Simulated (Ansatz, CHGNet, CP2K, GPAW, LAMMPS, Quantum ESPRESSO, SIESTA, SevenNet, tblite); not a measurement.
**GPAW on amorphous polyacrylonitrile (as short chains C14N4H18) at 400 K (108 atoms): settings against a plane-wave reference**

Aim: run amorphous polyacrylonitrile (as short chains C14N4H18) at 400 K (108 atoms) in GPAW and see how near its forces come to a plane-wave reference, and at what cost.

Method: the method is named at each step, in GPAW 26.7.0.

## (1) Set-up

The cell holds 108 atoms: 42 C, 12 N and 54 H. Its edges and angles: a = 10.456 Å, b = 10.456 Å, c = 10.456 Å, α = 90.0°, β = 90.0°, γ = 90.0°. 3 polyacrylonitrile chains of 4 units with methyl end groups placed at random, at 1.06 g/cm³; overlaps pushed apart, then 20 ps at 800 K with MMFF94 bonds, angles, torsions, charges and radii (Halgren, J. Comput. Chem. 17, 490 (1996)) in harmonic and 12-6 forms. Snapshot after 30 ps at 400 K and fixed volume.

The yardstick, on the same geometry:

```
method                                           : Kohn-Sham DFT, PBE, SSSP efficiency 1.3.0 pseudopotentials, plane waves (Quantum ESPRESSO 7.5); sssp-pbe-1.3.0-efficiency, cutoffs 60/480 Ry, Γ point
r.m.s. force component                           : 0.9543 eV/Å
longest force                                    : 4.298 eV/Å
pressure                                         : 2.823 GPa
gap (highest filled to lowest empty level) : 5.927 eV
time                                             : 1.9 min on 2 MPI ranks of Arm Neoverse V2, shared host
CPU time                                         : 3.9 min
```

## (2) PBE, LCAO dzp, h 0.18 Å

Method: Kohn-Sham DFT, PBE, PAW, atomic orbitals (dzp).

run.py

```python
import numpy as np
from ase.io import read
from gpaw import GPAW, FermiDirac
from ase.parallel import parprint as print

atoms = read("structure.xyz")
atoms.calc = GPAW(
    mode="lcao",
    basis="dzp",
    h=0.18,
    xc="PBE",
    kpts={"size": (1, 1, 1), "gamma": True},
    occupations=FermiDirac(0.05),
    maxiter=200,
    symmetry={"point_group": False},
    txt="gpaw.txt",
)
energy = atoms.get_potential_energy(force_consistent=True)
forces = atoms.get_forces()
print(f"energy {energy:.6f} eV")
print("forces (eV/A)")
for i, (a, f) in enumerate(zip(atoms, forces)):
    print(f"{i:4d} {a.symbol:2s} {f[0]:10.5f} {f[1]:10.5f} {f[2]:10.5f}")
print(f"Fermi level {atoms.calc.get_fermi_level():.4f} eV")
for k in range(len(atoms.calc.get_ibz_k_points())):
    for s in range(atoms.calc.get_number_of_spins()):
        e = atoms.calc.get_eigenvalues(kpt=k, spin=s)
        n = np.searchsorted(e, atoms.calc.get_fermi_level())
        print(f"k {k} spin {s} levels about the Fermi level:", np.round(e[max(n - 6, 0):n], 4).tolist(), "|", np.round(e[n:n + 6], 4).tolist())
```

structure.xyz

```xyz
108
Lattice="10.45608 0.00000 0.00000 0.00000 10.45608 0.00000 0.00000 0.00000 10.45608" Properties=species:S:1:pos:R:3 pbc="T T T"
C 1.17369 5.39105 8.75007
C 2.27733 5.79988 9.66612
C 3.42928 4.81387 9.74130
C 2.95667 3.56145 10.21590
N 2.60335 2.55484 0.24425
C 4.18609 4.50814 8.45667
C 4.96800 5.64189 7.71010
C 5.61136 6.59841 8.63766
N 5.98600 7.37771 9.42982
C 6.03326 5.10508 6.84622
C 5.44636 4.24266 5.72826
C 6.47890 3.84846 4.80823
N 7.21386 3.55141 3.98262
C 4.31052 4.90233 4.82172
C 4.83866 6.10060 3.98816
C 3.83498 7.16858 4.18986
N 3.09730 8.04616 4.36876
C 5.02906 5.72585 2.50089
H 0.74928 4.40306 9.01764
H 0.28618 6.07258 8.67541
H 1.62948 5.34808 7.75392
H 2.65281 6.82907 9.39102
H 1.92977 5.87433 0.23798
H 4.22530 5.24278 10.33155
H 3.49735 4.25604 7.70143
H 4.76724 3.58644 8.62135
H 4.27591 6.18833 7.08995
H 6.65488 5.91992 6.49113
H 6.62999 4.41937 7.46439
H 4.93412 3.45354 6.25315
H 3.43189 5.11825 5.47208
H 3.93577 4.23053 4.06051
H 5.75095 6.38772 4.43787
H 4.14395 5.34055 2.08829
H 5.69679 4.89982 2.45310
H 5.40161 6.62257 1.89924
C 10.30405 3.28666 5.15788
C 0.58993 2.25349 4.33927
C 0.88626 2.75497 2.88828
C 1.37445 4.09795 3.04105
N 1.68667 5.21947 3.05161
C 10.20785 2.48802 1.84529
C 9.76159 0.97660 1.58713
C 0.41092 0.16050 1.07290
N 1.16909 9.89020 0.57226
C 8.62648 0.88197 0.56515
C 7.28046 1.42903 1.11807
C 6.91513 2.70771 0.62747
N 6.41334 3.59710 0.07853
C 6.37110 0.27207 1.16554
C 4.90516 0.51130 1.68604
C 4.83353 0.99594 3.06342
N 4.84388 1.54604 4.09669
C 4.23178 9.62744 1.60083
H 9.72551 3.95459 4.50197
H 0.43131 3.86666 5.85175
[... 48 atom lines left out ...]
H 0.83450 7.32532 5.18046
H 9.71035 6.60835 2.95928
H 8.79043 7.83903 3.53876
H 10.29453 8.14623 2.81122
```

The run is started by

```sh
$ OMP_NUM_THREADS=1 mpirun -np 2 gpaw python run.py > output.txt
```

Output:

```text
energy -646.120680 eV
forces (eV/A)
   0 C    -0.92022    0.04764   -0.47568
   1 C     0.08866    1.39472    0.28424
   2 C     0.53232    1.05667   -1.74736
   3 C     0.14124   -0.53847    1.09735
   4 N    -0.32463   -0.88366    0.15848
   5 C     0.67648    0.64402   -0.63036
   6 C     0.11095    0.01173    2.67156
   7 C    -0.95359   -0.34963   -0.16986
   8 N     0.19777    0.51148    0.60114
   9 C     0.27991   -0.97165   -0.78503
  10 C    -1.08949    1.68166   -1.01004
  11 C    -2.11524    0.04261    2.52680
  12 N     2.94700   -1.07095   -3.07251
  13 C     0.82335   -0.01882    0.89391
  14 C    -2.55896   -0.45512   -0.42564
  15 C     2.09783   -1.27179   -0.62711
  16 N    -1.59516    1.67079    0.47912
  17 C     1.07206    2.50842    0.74692
  18 H     0.10682   -0.29784   -0.16321
  19 H     0.42320    0.12262    0.25465
  20 H    -0.24679   -0.36047   -0.81225
  21 H     0.06678   -0.40714    0.13925
  22 H    -0.44351    0.35314    0.89160
  23 H     0.59934    0.17852    1.49449
[...]
100 H     0.33845   -1.86945   -0.60423
 101 H     0.47914   -0.79035   -0.19152
 102 H     1.25394    1.07042   -1.14236
 103 H    -0.49981   -0.02701   -0.28020
 104 H     2.46761   -0.59130   -0.54433
 105 H     0.52976   -0.46290    0.74138
 106 H    -2.87111    1.27779    0.11347
 107 H     1.87187    2.19051   -1.44728
Fermi level -0.6993 eV
k 0 spin 0 levels about the Fermi level: [-2.6998, -2.6643, -2.6084, -2.5294, -2.4974, -2.4735] | [3.6586, 3.8144, 3.8301, 3.9092, 3.9648, 4.0964]
```

gpaw.txt:

```text
Input parameters:
  mode=LCAO(),
  basis={'default': 'dzp'},
  h=0.18,
  kpts=MonkhorstPack(size=(1, 1, 1), gamma=True),
  maxiter=200,
  occupations=Occupations(name='fermi-dirac', width=0.05, fixmagmom=False),
  symmetry=Symmetry(point_group=False),
  xc=XC(name='PBE')
Unit cell  # Å
| periodic |         x |         y |         z |   lengths |    angles |
|----------|-----------|-----------|-----------|-----------|-----------|
|      yes | 10.456080 |  0.000000 |  0.000000 | 10.456080 | 90.000000 |
|      yes |  0.000000 | 10.456080 |  0.000000 | 10.456080 | 90.000000 |
|      yes |  0.000000 |  0.000000 | 10.456080 | 10.456080 | 90.000000 |
Number of symmetries: 1
Symmetry operations  # r_c * U_cc + t_c -> r_c
|   | kind |            matrix            |
|---|------|------------------------------|
| 0 |  E   |  1, 0, 0,  0, 1, 0,  0, 0, 1 |
BZ-sampling:
  Number of BZ points: 1
  Number of IBZ points: 1
  Monkhorst-Pack size: [1, 1, 1]
  Monkhorst-Pack shift: [0, 0, 0]
[... lines left out ...]
        l=0, rc=3.6094 Bohr: 1s-dz split-valence wave
        l=1, rc=6.4219 Bohr: p-type Gaussian polarization
      Number of RI-basis functions 0
Reference energy: -61615.507662  # eV
eigensolver:
density mixing:
  MSR1-Mixer
occupation numbers:
  Fermi-Dirac:
    width: 0.0500  # eV
FastPoissonSolver using
    Stencil: 6*3+1=19 point O(h^6) finite-difference Laplacian
xc functional:
  name: PBE with 2 nearest neighbor stencil
interpolation: tri-quintic # 5. degree polynomial
Initialization done in: 3.743 s
convergence criteria:
- Maximum [total energy] change in last 3 cyles: 0.0005 eV / valence electron
- Maximum integral of absolute [dens]ity change: 0.0001 electrons / valence electron
- Maximum integral of absolute [eigenst]ate change: 4e-08 eV^2 / valence electron
maximum number of iterations: 200
SCF iterations
|iter     |      energy | eigst |  dens |
|---------|-------------|-------|-------|
|iter:   1| -669.896262 |      c|       |
|iter:   2| -665.331649 |      c| -0.76 |
|iter:   3| -648.276960 |      c| -0.80 |
|iter:   4| -647.455125 |      c| -1.27 |
|iter:   5| -646.125596 |      c| -1.57 |
|iter:   6| -646.128297 |      c| -2.10 |
|iter:   7| -646.120743c|      c| -2.51 |
|iter:   8| -646.120683c|      c| -2.97 |
|iter:   9| -646.120705c|      c| -3.48 |
|iter:  10| -646.120680c|      c| -3.79 |
|iter:  11| -646.120680c|      c| -4.31c|
Converged in 11 steps
SCF loop duration: 35.767 s (3.252 s/step)
Energy contributions relative to reference atoms: (reference = -61615.507662)
Energy contributions:
  Kinetic:         551.620837
  Coulomb:        -605.388452
  Zero:              4.766702
  External:          0.000000
  Xc:             -597.119767
  Entropy:          -0.000000
  Spinorbit:         0.000000
  ----------------------------
  Free energy:    -646.120680
  Extrapolated:   -646.120680
dipole moment: (57.387711, -43.962659, -39.802284)  # |e|*Ang
Fermi level: -0.699
Eigenvalues  # (at kpt = [0.000, 0.000, 0.000])
| band index |      eig [eV] | occ [0-2] |
|------------|---------------|-----------|
|          0 |       -18.324 |     2.000 |
|        ... |               |           |
|        133 |        -2.755 |     2.000 |
|        134 |        -2.724 |     2.000 |
[...]
|        148 |         4.176 |     0.000 |
|        ... |               |           |
|        173 |         6.343 |     0.000 |
Gap: 6.132 eV
Transition (v -> c):
  (s=0, k=0, n=140, [0.00, 0.00, 0.00]) -> (s=0, k=0, n=141, [0.00, 0.00, 0.00])
No difference between direct/indirect transitions
Force computation time: 6.396  # s
```

Run time: 48 s. Hardware: 2 MPI ranks of Arm Neoverse V2, shared host; peak memory 1.4 GiB; 95 s of CPU time.

Banners, paths, timers and routine set-up lines are dropped from the logs unmarked, and long logs keep their key lines alone; longer cuts are marked.

Numbers from this run, and their distance from the reference:

```
r.m.s. force component                           : 1.206 eV/Å
r.m.s. difference of force components            : 565 meV/Å
longest difference of force vectors              : 2241 meV/Å
force difference over r.m.s. force               : 59.2 %
slope of forces against the reference's          : 1.123
correlation of force components                  : 0.8888
gap (highest filled to lowest empty level) : 6.132 eV
gap difference                                   : 0.2049 eV
```

This run lies far from the reference in forces at the same functional.

Length of the force difference by element (eV/Å):

```csv
element,atoms,mean,most
C,42,0.75,1.8
H,54,0.55,0.78
N,12,2.1,2.2
```

Levels nearest the highest filled one (eV from it): -0.23, -0.19, -0.13, -0.06, -0.02, 0.00, 6.13, 6.29, 6.30, 6.38, 6.44, 6.57.

A closer look about N5, one of the 12 N atoms: 9 atoms, nearest first, numbered in the order of the input, with positions taken from that point.

```
atom      x      y      z  distance (Å)  bonds     Fx     Fy  Fz (eV/Å)
  N5   0.00   0.00   0.00          0.00      1  -0.32  -0.88       0.16
  C4   0.35   1.01  -0.48          1.17      2   0.14  -0.54       1.10
 H69   1.87  -1.31   0.76          2.41      1  -0.85   0.73      -0.25
 H60  -0.89  -0.36   2.39          2.57      1   2.71  -1.79      -1.30
  C3   0.83   2.26  -0.96          2.59      4   0.53   1.06      -1.75
 H62  -2.59   0.51   0.70          2.73      1   0.18  -0.40      -0.72
 H19  -1.85   1.85  -1.68          3.11      1   0.11  -0.30      -0.16
 C39  -1.72   0.20   2.64          3.16      4  -2.04  -0.60       1.29
 H24   1.62   2.69  -0.37          3.16      1   0.60   0.18       1.49
```

Atoms are counted from 1 here, from 0 in the log.

Forces lie 59 % from the reference's, at 0.41 times its CPU time.

The difference per atom is largest on N (2.1 eV/Å on average, against 0.75 on C).

## (3) PBE, LCAO sz(dzp), h 0.18 Å

Method: Kohn-Sham DFT, PBE, PAW, atomic orbitals (sz(dzp)).

Changes to run.py since step 2:

```diff
@@ -3,3 +3,2 @@
 from gpaw import GPAW, FermiDirac
-from ase.parallel import parprint as print
 
@@ -8,3 +7,3 @@
     mode="lcao",
-    basis="dzp",
+    basis="sz(dzp)",
     h=0.18,
```

structure.xyz is that of step 2.

The run is started by

```sh
$ OMP_NUM_THREADS=1 python run.py > output.txt
```

Output:

```text
energy -530.888439 eV
forces (eV/A)
   0 C     0.06720    0.34245    0.40428
   1 C     0.75904    0.34536   -0.92818
   2 C    -0.24971    1.42170   -3.09922
   3 C     1.82828    4.82168   -1.76059
   4 N    -2.99113   -8.30157    3.86517
   5 C     1.41779    2.67324    0.18125
   6 C     0.18816   -1.23307    3.65968
   7 C    -3.17429   -5.30635   -5.12032
   8 N     3.15727    6.50378    6.58141
   9 C    -1.22289   -1.42505   -1.59674
  10 C    -1.27368    3.30693   -1.28504
  11 C    -6.69225    2.06310    7.81104
[...]
103 H    -2.86046    0.53599   -0.61438
 104 H     5.66612   -1.20312   -0.07286
 105 H     0.42159   -2.55275   -0.46207
 106 H    -5.94172    2.13445    0.23833
 107 H     3.42277    4.02617   -3.71186
Fermi level -0.2571 eV
k 0 spin 0 levels about the Fermi level: [-3.9218, -3.8671, -3.813, -3.7339, -3.6221, -3.5975] | [2.7242, 2.8742, 2.9867, 3.0258, 3.0787, 3.1656]
```

gpaw.txt:

```text
Input parameters:
  mode=LCAO(),
  basis={'default': 'sz(dzp)'},
  h=0.18,
  kpts=MonkhorstPack(size=(1, 1, 1), gamma=True),
  maxiter=200,
  occupations=Occupations(name='fermi-dirac', width=0.05, fixmagmom=False),
  symmetry=Symmetry(point_group=False),
  xc=XC(name='PBE')
[... lines left out ...]
  Fermi-Dirac:
[... lines left out ...]
convergence criteria:
- Maximum [total energy] change in last 3 cyles: 0.0005 eV / valence electron
[... lines left out ...]
Converged in 10 steps
[... lines left out ...]
  Free energy:    -530.888439
[... lines left out ...]
Fermi level: -0.257
[... lines left out ...]
|          0 |       -20.873 |     2.000 |
|        ... |               |           |
|        133 |        -4.021 |     2.000 |
|        134 |        -3.963 |     2.000 |
[...]
|        148 |         3.214 |     0.000 |
|        ... |               |           |
|        173 |         7.504 |     0.000 |
Gap: 6.322 eV
Transition (v -> c):
  (s=0, k=0, n=140, [0.00, 0.00, 0.00]) -> (s=0, k=0, n=141, [0.00, 0.00, 0.00])
No difference between direct/indirect transitions
Force computation time: 2.878  # s
timing:  # [seconds]
  Total:  28.085  # ━━━━━━━━━━━━━━━━━━━━━━━━━━━━━━━━━━━━━━━━━━━━━━━━━━━━━━━━━
  Init:    5.545  # ━━━━━━━━━━━╸
  SCF:    19.632  # ━━━━━━━━━━━━━━━━━━━━━━━━━━━━━━━━━━━━━━━━
  Forces:  2.878  # ━━━━━━
```

The job ended after 29 s (1 thread; peak memory 0.88 GiB).

Compared with the plane-wave run:

```
r.m.s. force component                           : 3.418 eV/Å
r.m.s. difference of force components            : 3110 meV/Å
longest difference of force vectors              : 11710 meV/Å
force difference over r.m.s. force               : 325.9 %
slope of forces against the reference's          : 1.606
correlation of force components                  : 0.4483
gap (highest filled to lowest empty level) : 6.322 eV
gap difference                                   : 0.3945 eV
```

This is a coarse setting, run to see what it loses.

Against the first run (59 %), the force difference from the reference is 326 %, at 0.31 times the CPU time (on 1 against 2 cores), with 270 basis functions against 972: the smaller basis costs accuracy.

The difference per atom is largest on N (11 eV/Å on average, against 4.0 on C).

## (4) The ladder

Differences are against the plane-wave reference, forces as r.m.s. over components; share is that over the reference's r.m.s. force, slope the least-squares factor from reference forces to these. Total energies of different programs have different zeros and aren't compared.

```csv
run,"Δ force, r.m.s. (meV/Å)",share (%),slope,Δ gap (eV),cores,CPU time,memory (GiB)
reference,-,-,-,-,2,3.9 min,2.4
"GPAW PBE, LCAO dzp, h 0.18 Å",565,59.2,1.123,0.205,2,95 s,1.4
"GPAW PBE, LCAO sz(dzp), h 0.18 Å (coarse)",3110,326,1.606,0.395,1,29 s,0.88
```

Rows marked coarse were listed beforehand as settings not expected to be converged; some can still land near the reference.

CPU time is summed over cores on a shared host, where runs went side by side, so it is rough. Symmetry, cutoffs, thresholds, outputs and thread counts weren't matched or tuned between programs; memory under MPI is the largest rank's times the ranks.

## (5) Outcome

```yaml
nearest_in_forces: GPAW PBE, LCAO dzp, h 0.18 Å, 59 %
its_cpu_time: 95 s
```

In words: The PBE run in local orbitals, coarse settings apart, differs by 59 % (GPAW PBE, LCAO dzp, h 0.18 Å); basis, grid and potentials can all enter, and differences of this size make the forces unusable. Runs with settings chosen to be coarse differ by 326 % (GPAW PBE, LCAO sz(dzp), h 0.18 Å), their programs' other errors included. Of the electronic-structure runs that take under half the reference's CPU time, GPAW PBE, LCAO dzp, h 0.18 Å comes nearest, at 59 % in 95 s against 3.9 min. At the same functional, gaps differ from the reference's 5.93 eV by between +0.20 and +0.39 eV. The network of contacts between molecules at the start is that of the classical potential that made the cell, and needn't be the one that DFT or experiment would give. The reference's PBE has no dispersion term, which matters for the binding between molecules or layers. The density was typed from a rule of thumb and may lie off the real one at this temperature. The electronic-structure runs sample only Γ, in a cell whose shortest periodic width is 10 Å.

[Also dropped from logs without a mark: logging warnings of Python, and SIESTA's first energy breakdown and zero terms.]

[Logs are printed without paths, hosts, clocks, repeated set-up lines and the standing remarks that a program may print on its own settings, such as how far it seeks lower states.]

[Hosts, paths, dates, database ids (printed as entryN), source tags and the programs' standing remarks are cut or masked in the printed files.]

[The MMFF94 radii named for the starting cell were scaled by 0.96; in molecules described by MMFF94, hydrogen bound to N, O or S took a small fixed 12-6 site in their place.]
